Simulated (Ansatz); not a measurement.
# Quasi-harmonic thermodynamics of Be2Al (hypothetical, Fm-3m), part 2 of 4

How much does Be2Al (hypothetical) expand with temperature? The crystal structure is hypothetical: it was made by swapping elements on a known structure type.

Ansatz 0.2.0; DFT PBEsol, scalar-relativistic, plane waves, PAW.

So far. Step 2 (Probe on a coarse mesh): The start is under 13 GPa at this level and looks like a metal on this mesh.

**4. Relaxation**

Phonons are second derivatives about a minimum, so cell and atoms are relaxed first, inside the symmetry of the start.

Input file input.yaml:

```yaml
crystal:
  lattice:
    - [0.0, 2.719496747, 2.719496747]
    - [2.719496747, 0.0, 2.719496747]
    - [2.719496747, 2.719496747, 0.0]
  atoms:
    - { symbol: Be, position: [0.25, 0.25, 0.25] }
    - { symbol: Be, position: [0.75, 0.75, 0.75] }
    - { symbol: Al, position: [0.0, 0.0, 0.0] }
kpoints:
  mp_grid: { grid: [14, 14, 14] }
hamiltonian:
  xc: pbesol
scf:
  occupations: { method: gaussian, width: 0.1 }
output:
  forces: true
  stress: true
  eigenvalues: true
  write_density: true
  write_potential: true
  elf: true
  volumetric_format: npy
relax:
  adjacent_minimum: "off"
  f_tol: 0.005
  max_steps: 80
  cell: { stress_tol: 0.05 }
```

On the command line:

```console
> ansatz run input.yaml --threads 4 --pin off --max-ram 8192MiB --backend cpu --events-out ev --progress --plain --runs-dir out
```

Numbers of over 12 decimals in the logs are rounded to 6 here.

The log of the run:

```text
[...]
Crystal: 3 atoms, lattice volume = 40.225 Å³
Basis set: ecut = 420 eV, 749 PW (Γ), exchange–correlation on 54×54×54 points (8 copies of the dense FFT grid, shifted against one another)
Bands: 8, of which v1, the nominal top of the filled ones, is band 4 counted from 1 (3 counted from 0)
Symmetry: 48 space group operations
[...]
k-points: 104 of 2744
[...]
SCF iter   1: F=—  HF=-703.456813 eV  |F-HF|=—  |Δ(HF+E_count)|=         —  Δρ=2.23e-3  dr2=3.05e-3  ethr=1.77e-3  ⟨swp⟩=5.3  Hψ=6838  notcnv=0
[...]
SCF iter   6: F=-703.456073 eV  HF=-703.456073 eV  |F-HF|=6.14e-12  |Δ(HF+E_count)|=  2.70e-10  Δρ=1.27e-7  dr2=4.10e-12  ethr=7.78e-12  ⟨swp⟩=5.2  Hψ=3842  notcnv=0
SCF 1 converged in 6 iterations: F = -703.456073 eV  dr2 = 4.10e-12
[...]
relax step   1: F+E_penalty+E_count = -703.45607338 eV  Δ(F+E_penalty+E_count) = +0.000e0 eV  max|allowed force component| = 3.701e-17 eV/Å  Δτ_max = 0.0000 Å  P = +0.493 GPa  Ω = 40.225 Å³  (6 SCF iters, accepted)
Crystal: 3 atoms, lattice volume = 40.413 Å³
[...]
SCF iter   3: F=-703.456398 eV  HF=-703.456398 eV  |F-HF|=3.76e-9  |Δ(HF+E_count)|=   1.45e-6  Δρ=5.42e-6  dr2=1.16e-8  ethr=4.29e-9  ⟨swp⟩=5.9  Hψ=4048  notcnv=0
SCF 2 converged in 3 iterations: F = -703.456398 eV  dr2 = 1.16e-8
[...]
relax step   2: F+E_penalty+E_count = -703.45639776 eV  Δ(F+E_penalty+E_count) = -3.244e-4 eV  max|allowed force component| = 7.710e-17 eV/Å  Δτ_max = 0.0000 Å  P = +0.125 GPa  Ω = 40.413 Å³  energy of the carried Pulay correction = -3.625e-5 eV  (3 SCF iters, dr2 threshold 3.00e-7 eV, accepted)
Crystal: 3 atoms, lattice volume = 40.476 Å³
[...]
SCF iter   3: F=-703.456410 eV  HF=-703.456410 eV  |F-HF|=4.67e-10  |Δ(HF+E_count)|=   1.85e-7  Δρ=2.13e-6  dr2=1.80e-9  ethr=5.54e-10  ⟨swp⟩=5.3  Hψ=3854  notcnv=0
SCF 3 converged in 3 iterations: F = -703.456410 eV  dr2 = 1.80e-9
relax step   3: F+E_penalty+E_count = -703.45641035 eV  Δ(F+E_penalty+E_count) = -1.259e-5 eV  max|allowed force component| = 4.240e-17 eV/Å  Δτ_max = 0.0000 Å  P = +0.001 GPa  Ω = 40.476 Å³  energy of the carried Pulay correction = -4.855e-5 eV  (3 SCF iters, dr2 threshold 3.88e-8 eV, accepted)
[...]
SCF iter   4: F=-703.456459 eV  HF=-703.456459 eV  |F-HF|=6.82e-13  |Δ(HF+E_count)|=  9.75e-11  Δρ=4.84e-8  dr2=1.39e-12  ethr=1.00e-12  ⟨swp⟩=5.0  Hψ=2685  notcnv=0
SCF 4 converged in 4 iterations: F = -703.456459 eV  dr2 = 1.39e-12
relax step   4: F+E_penalty+E_count = -703.45645870 eV  Δ(F+E_penalty+E_count) = -4.835e-5 eV  max|allowed force component| = 4.395e-17 eV/Å  Δτ_max = 0.0000 Å  P = +0.003 GPa  Ω = 40.476 Å³  stress off target by 3.17e-3 GPa  SCF on the basis re-selected at this cell (its energy is not comparable with the rows above)  (4 SCF iters)
[...]
SCF converged after 4 iterations
Free energy (F): -703.456459 eV
[...]
Internal energy: -703.452263 eV  (E = F + TS)
E sigma→0 (E₀):  -703.454361 eV
Entropy (-TS):   -0.004196 eV (-1.399 meV/atom)
Fermi energy:    5.114341 eV
[...]
--- Stress (GPa, compression-positive) ---
        0.003172       0.000000       0.000000
        0.000000       0.003172      -0.000000
        0.000000      -0.000000       0.003172
  P = ⅓ Tr σ = 0.0032 GPa (0.032 kbar)
--- Band table (eV; the first three rows and the last of 104) ---
[...]
--- Relaxed structure (3 steps of the walk, 3 accepted, 1 SCFs on fresh bases) ---
[...]
cell:  # Å, volume = 40.4764 Å³
    - [0, 2.725152, 2.725152]
    - [2.725152, 0, 2.725152]
    - [2.725152, 2.725152, 0]
  atoms:
    - { symbol: Be, position: [0.25, 0.25, 0.25] }
    - { symbol: Be, position: [0.750000, 0.750000, 0.750000] }
    - { symbol: Al, position: [0, 0, 0] }
```

The job ended after 2.2 s (4 threads of Arm Neoverse V2, shared host; peak memory 0.35 GiB).

The steps of the relaxation:

```
step  energy less that of the first step (eV)  largest force component (eV/Å)  pressure (GPa)  volume (Å³)
   1                                   0.0000                          0.0000            0.49        40.22
   2                                  -0.0003                          0.0000            0.12        40.41
   3                                  -0.0003                          0.0000            0.00        40.48
  4*                                  -0.0004                          0.0000            0.00        40.48
```

Relaxation steps marked * repeat the geometry before them on a plane-wave basis chosen anew for their cell, so energy and pressure can jump there.

Forces are held to the 48 operations that the run works with; a distortion that breaks them can't arise in this run.

```
conventional cell, symmetrised  before  after  change
                         a (Å)   5.439  5.450  +0.2 %
                         b (Å)   5.439  5.450  +0.2 %
                         c (Å)   5.439  5.450  +0.2 %
              volume (Å³/atom)   13.41  13.49  +0.6 %
```

Final coordinates:

```xyz
3
Lattice="0.0000 2.7252 2.7252 2.7252 0.0000 2.7252 2.7252 2.7252 0.0000" Properties=species:S:1:pos:R:3 pbc="T T T"
Be    1.3626    1.3626    1.3626
Be    4.0877    4.0877    4.0877
Al    0.0000    0.0000    0.0000
```

Numbers from this step:

| Property | Result |
| --- | --- |
| pressure | 0.003172 GPa |
| volume per atom | 13.49 Å³ |

ELF in the ac plane of a cell with a along [110], b along [-110] and c along [001] of the cube at fractional y = 0.000, with atoms of Be and Al within 0.2 Å of it. It is the smooth field of the valence electrons, not physical close to the nuclei.

Ten even steps from '_' (0.01) to '@' (0.75), each cell a mean:
```
....##@@@@%%@@@@%%--......##@@@@%%@@@@%%--..
::++@@@@%%++**@@@@##--::++@@@@%%++**@@@@##--
##%%@@%%==..::**@@@@####%%@@%%==..::**@@@@##
**##%%**..____--####****##%%**..____--####**
--==++==..__..--++==----==++==..__..--++==--
....--==++++++++==::......--==++++++++==::..
____::==##%%##**--..______::==##%%##**--..__
____..==##%%%%**--..______..==##%%%%**--..__
__..::==**####++--..____..::==**####++--..__
::::====--::--====--::::::====--::--====--::
==++**++..____--****++==++**++..____--****++
##%%%%##::____==%%%%####%%%%##::____==%%%%##
++##@@@@**::==%%@@@@**++##@@@@**::==%%@@@@**
..--%%@@%%##%%@@@@**....--%%@@%%##%%@@@@**..
....**@@@@@@@@@@%%::......**@@@@@@@@@@%%::..
```
Columns run along a (7.7 Å), rows up along c (5.5 Å), edges of the conventional cell, whose origin can differ from the input's. Atoms in or near the plane, at fractional coordinates: Be at (0.25, 0.25), Be at (0.75, 0.25), Be at (0.25, 0.75), Be at (0.75, 0.75), Al at (0.00, 0.00), Al at (0.50, 0.00).

Valence density in the ac plane of a cell with a along [110], b along [-110] and c along [001] of the cube at fractional y = 0.000, with atoms of Be and Al within 0.2 Å of it. It is the smooth field of the valence electrons, not physical close to the nuclei.

Values in e/Å³, 8 rows by 16 columns, each cell a mean:
```
0.12 0.21 0.25 0.22 0.21 0.24 0.24 0.14 0.12 0.21 0.25 0.22 0.21 0.24 0.24 0.14
0.19 0.22 0.24 0.18 0.14 0.23 0.23 0.20 0.19 0.22 0.24 0.18 0.14 0.23 0.23 0.20
0.09 0.11 0.16 0.17 0.16 0.18 0.13 0.09 0.09 0.11 0.16 0.17 0.16 0.18 0.13 0.09
0.04 0.06 0.11 0.18 0.19 0.14 0.07 0.04 0.04 0.06 0.11 0.18 0.19 0.14 0.07 0.04
0.04 0.07 0.12 0.19 0.20 0.14 0.08 0.05 0.04 0.07 0.12 0.19 0.20 0.14 0.08 0.05
0.11 0.13 0.18 0.16 0.14 0.19 0.15 0.11 0.11 0.13 0.18 0.16 0.14 0.19 0.15 0.11
0.20 0.23 0.25 0.20 0.17 0.24 0.24 0.21 0.20 0.23 0.25 0.20 0.17 0.24 0.24 0.21
0.09 0.19 0.25 0.21 0.21 0.24 0.23 0.11 0.09 0.19 0.25 0.21 0.21 0.24 0.23 0.11
```
Columns run along a (7.7 Å), rows up along c (5.5 Å), edges of the conventional cell, whose origin can differ from the input's. Atoms in or near the plane, at fractional coordinates: Be at (0.25, 0.25), Be at (0.75, 0.25), Be at (0.25, 0.75), Be at (0.75, 0.75), Al at (0.00, 0.00), Al at (0.50, 0.00).

Electrostatic potential energy in the ac plane of a cell with a along [110], b along [-110] and c along [001] of the cube at fractional y = 0.000, with atoms of Be and Al within 0.2 Å of it. With pseudopotentials it is smooth inside the atoms' cores, unlike the true potential.

Ten even steps from '_' (-42 eV) to '@' (10 eV), each cell a mean:
```
##****%%%%@@@@%%##++####****%%%%@@@@%%##++##
++**##%%##**##%%%%**++++**##%%##**##%%%%**++
##%%%%##==::--**%%%%####%%%%##==::--**%%%%##
@@@@%%##::____++%%@@@@@@@@%%##::____++%%@@@@
@@@@@@%%==..::**%%@@@@@@@@@@%%==..::**%%@@@@
@@@@@@@@##**##%%@@@@@@@@@@@@@@##**##%%@@@@@@
@@@@@@@@@@%%@@@@@@@@@@@@@@@@@@@@%%@@@@@@@@@@
@@@@@@@@@@@@@@@@@@@@@@@@@@@@@@@@@@@@@@@@@@@@
@@@@@@@@%%%%%%@@@@@@@@@@@@@@@@%%%%%%@@@@@@@@
@@@@@@%%**==++##@@@@@@@@@@@@%%**==++##@@@@@@
@@@@@@##--__..++%%@@@@@@@@@@##--__..++%%@@@@
%%%%%%##--__..++%%%%%%%%%%%%##--__..++%%%%%%
**##%%%%**==++##%%##****##%%%%**==++##%%##**
**++**%%%%%%%%%%##******++**%%%%%%%%%%##****
%%****%%@@@@@@%%##++##%%****%%@@@@@@%%##++##
```
Columns run along a (7.7 Å; values clipped at the 3rd and 97th percentile), rows up along c (5.5 Å), edges of the conventional cell, whose origin can differ from the input's. Atoms in or near the plane, at fractional coordinates: Be at (0.25, 0.25), Be at (0.75, 0.25), Be at (0.25, 0.75), Be at (0.75, 0.75), Al at (0.00, 0.00), Al at (0.50, 0.00).

**5. A run with changed settings**

One run with other settings shows how much the ground state depends on them.

This step: DFT PBEsol, scalar-relativistic, plane waves, PAW; settings changed (Ansatz 0.2.0).

Input file input.yaml:

```yaml
crystal:
  lattice:
    - [0.0, 2.7251520132, 2.7251520132]
    - [2.7251520132, 0.0, 2.7251520132]
    - [2.7251520132, 2.7251520132, 0.0]
  atoms:
    - { symbol: Be, position: [0.25, 0.25, 0.25] }
    - { symbol: Be, position: [0.75, 0.75, 0.75] }
    - { symbol: Al, position: [0.0, 0.0, 0.0] }
kpoints:
  mp_grid: { grid: [7, 7, 7] }
hamiltonian:
  xc: pbesol
scf:
  occupations: { method: gaussian, width: 0.1 }
output:
  forces: true
  eigenvalues: true
  stress: true
```

The log of the run:

```text
[...]
Crystal: 3 atoms, lattice volume = 40.476 Å³
Basis set: ecut = 420 eV, 749 PW (Γ), exchange–correlation on 54×54×54 points (8 copies of the dense FFT grid, shifted against one another)
Bands: 8, of which v1, the nominal top of the filled ones, is band 4 counted from 1 (3 counted from 0)
Symmetry: 48 space group operations
[...]
k-points: 20 of 343
[...]
SCF iter   1: F=—  HF=-703.441238 eV  |F-HF|=—  |Δ(HF+E_count)|=         —  Δρ=2.19e-3  dr2=2.95e-3  ethr=1.77e-3  ⟨swp⟩=5.2  Hψ=1292  notcnv=0
[...]
SCF iter   6: F=-703.440524 eV  HF=-703.440524 eV  |F-HF|=1.14e-13  |Δ(HF+E_count)|=  8.59e-11  Δρ=1.90e-8  dr2=8.24e-14  ethr=1.00e-12  ⟨swp⟩=2.1  Hψ=537  notcnv=0
SCF 1 converged in 6 iterations: F = -703.440524 eV  dr2 = 8.24e-14
[...]
SCF converged after 6 iterations
Free energy (F): -703.440524 eV
[...]
Internal energy: -703.431816 eV  (E = F + TS)
E sigma→0 (E₀):  -703.436170 eV
Entropy (-TS):   -0.008708 eV (-2.903 meV/atom)
Fermi energy:    4.958623 eV
[...]
--- Stress (GPa, compression-positive) ---
        0.024388      -0.000000       0.000000
        0.000000       0.024388      -0.000000
        0.000000      -0.000000       0.024388
  P = ⅓ Tr σ = 0.0244 GPa (0.244 kbar)
--- Band table (eV; the first three rows and the last of 20) ---
[...]
```

The job ended after 0.76 s (4 threads; peak memory 0.26 GiB; 1.2 s of CPU time).

The run finished with changed settings (kpoints.mp_grid.grid = [7, 7, 7]); it serves as a test.

**6. Relaxing to small residual forces and stress**

The relaxation is repeated with tighter thresholds on force and stress, since phonons are sensitive to what is left; a change of mesh or smearing in the input moves the cell too.

This step: DFT PBEsol, scalar-relativistic, plane waves, PAW (Ansatz 0.2.0).

input.yaml, the sections that differ from step 5:

```yaml
kpoints:
  mp_grid: { grid: [16, 16, 16] }
scf:
  occupations: { method: methfessel_paxton, width: 0.15 }
output:
  forces: true
  stress: true
  eigenvalues: true
relax:
  adjacent_minimum: "off"
  f_tol: 0.001
  max_steps: 60
  cell: { stress_tol: 0.01 }
# crystal, hamiltonian: as in step 5
```

The log of the run:

```text
[...]
Crystal: 3 atoms, lattice volume = 40.476 Å³
Basis set: ecut = 420 eV, 749 PW (Γ), exchange–correlation on 54×54×54 points (8 copies of the dense FFT grid, shifted against one another)
Bands: 8, of which v1, the nominal top of the filled ones, is band 4 counted from 1 (3 counted from 0)
Symmetry: 48 space group operations
[...]
k-points: 145 of 4096
[...]
--- Relaxed structure (1 steps of the walk, 1 accepted, 1 SCFs on fresh bases) ---
[...]
cell:  # Å, volume = 40.4764 Å³
    - [0.0, 2.7251520132, 2.7251520132]
    - [2.7251520132, 0.0, 2.7251520132]
    - [2.7251520132, 2.7251520132, 0.0]
  atoms:
    - { symbol: Be, position: [0.25, 0.25, 0.25] }
    - { symbol: Be, position: [0.750000, 0.750000, 0.750000] }
    - { symbol: Al, position: [0.0, 0.0, 0.0] }
[key lines of the parts left out:]
SCF converged after 4 iterations
Free energy (F): -703.454612 eV
Fermi energy:    5.091637 eV
P = ⅓ Tr σ = -0.0061 GPa (-0.061 kbar)
```

The job ended after 1.8 s (4 threads; peak memory 0.35 GiB).

Little changed from the start: no atom moved by 0.005 Å and no cell edge by 0.1 %.

This step gave:

```yaml
pressure: -0.006113 GPa
```

The residual pressure is -0.0061 GPa, small enough for phonons.

**7. A run with changed settings**

One run with other settings shows how much the ground state depends on them.

This step: DFT PBEsol, scalar-relativistic, plane waves, PAW; settings changed (Ansatz 0.2.0).

input.yaml, the sections that differ from step 6:

```yaml
scf:
  occupations: { method: cold, width: 0.05 }
  mixing: { preconditioner: kerker }
output:
  forces: true
  eigenvalues: true
  stress: true
# crystal, kpoints, hamiltonian: as in step 6
# relax: removed
```

The log of the run:

```text
[...]
Crystal: 3 atoms, lattice volume = 40.476 Å³
Basis set: ecut = 420 eV, 749 PW (Γ), exchange–correlation on 54×54×54 points (8 copies of the dense FFT grid, shifted against one another)
Bands: 8, of which v1, the nominal top of the filled ones, is band 4 counted from 1 (3 counted from 0)
Symmetry: 48 space group operations
[...]
k-points: 145 of 4096
[...]
SCF iter   1: F=—  HF=-703.455688 eV  |F-HF|=—  |Δ(HF+E_count)|=         —  Δρ=2.21e-3  dr2=3.01e-3  ethr=1.77e-3  ⟨swp⟩=5.9  Hψ=9789  notcnv=0
[...]
SCF iter   5: F=-703.454971 eV  HF=-703.454971 eV  |F-HF|=8.11e-9  |Δ(HF+E_count)|=   8.89e-8  S|Δr|=    0.00e0  Δρ=7.18e-6  dr2=1.70e-8  ethr=1.43e-9  ⟨swp⟩=5.7  Hψ=5689  notcnv=0
SCF 1 converged in 5 iterations: F = -703.454971 eV  dr2 = 1.70e-8
[...]
SCF converged after 5 iterations
[...]
Free energy (F): -703.454971 eV
[...]
Internal energy: -703.455126 eV  (E = F + TS)
E sigma→0 (E₀):  -703.455023 eV
Entropy (-TS):   0.000155 eV (0.052 meV/atom)
Fermi energy:    5.088308 eV
[...]
--- Stress (GPa, compression-positive) ---
       -0.000012      -0.000000      -0.000000
       -0.000000      -0.000012      -0.000000
       -0.000000       0.000000      -0.000012
  P = ⅓ Tr σ = -0.0000 GPa (-0.000 kbar)
--- Band table (eV; the first three rows and the last of 145) ---
[...]
```

Elapsed: 0.73 s, on 4 threads; peak memory 0.33 GiB.

This step gave:

```yaml
pressure: -1.16e-5 GPa
```

The run ends at a pressure of 0.00 GPa.

**8. An input with a fault**

This input was changed on purpose, to see how the program answers.

This step: DFT PBEsol, scalar-relativistic, plane waves, PAW (Ansatz 0.2.0).

input.yaml, the sections that differ from step 7:

```yaml
scf:
  occupations: { method: methfessel_paxton, width: 0.15 }
  max_iter: 100
output:
  eigenvalues: true
phonons:
  supercell: [2, 2, 2]
  qmesh: [4, 4, 4]
  thermal_expansion: {}
# crystal, kpoints, hamiltonian: as in step 7
```

The log of the run:

```text
Error: invalid value for `phonons.qmesh`: set beside supercell — each asks for the run's force constants: supercell solves them in one diagonal repeat, and qmesh at the wavevectors of a mesh, each in its own smallest supercell; remove one of the two (the mesh that the density of states and the thermodynamic sums are integrated on is interpolated_qmesh)
```

The job ended after 0.02 s (4 threads; peak memory 0.031 GiB).

The program refused the input before any cycle.

The program's message: “Error: invalid value for `phonons.qmesh`: set beside supercell — each asks for the run's force constants: supercell solves them in one diagonal repeat, and qmesh at the wavevectors of a mesh, each in …”

The fault put into the input: a supercell and a q mesh together.

(Part 2 of 4 ends here.)

[Logs are printed without paths, hosts, clocks, repeated set-up lines and the standing remarks that a program may print on its own settings, such as how far it seeks lower states.]

[Hosts, paths, dates, database ids (printed as entryN), source tags and the programs' standing remarks are cut or masked in the printed files.]

[A step with changed settings may run another functional than the one named; its input shows which.]
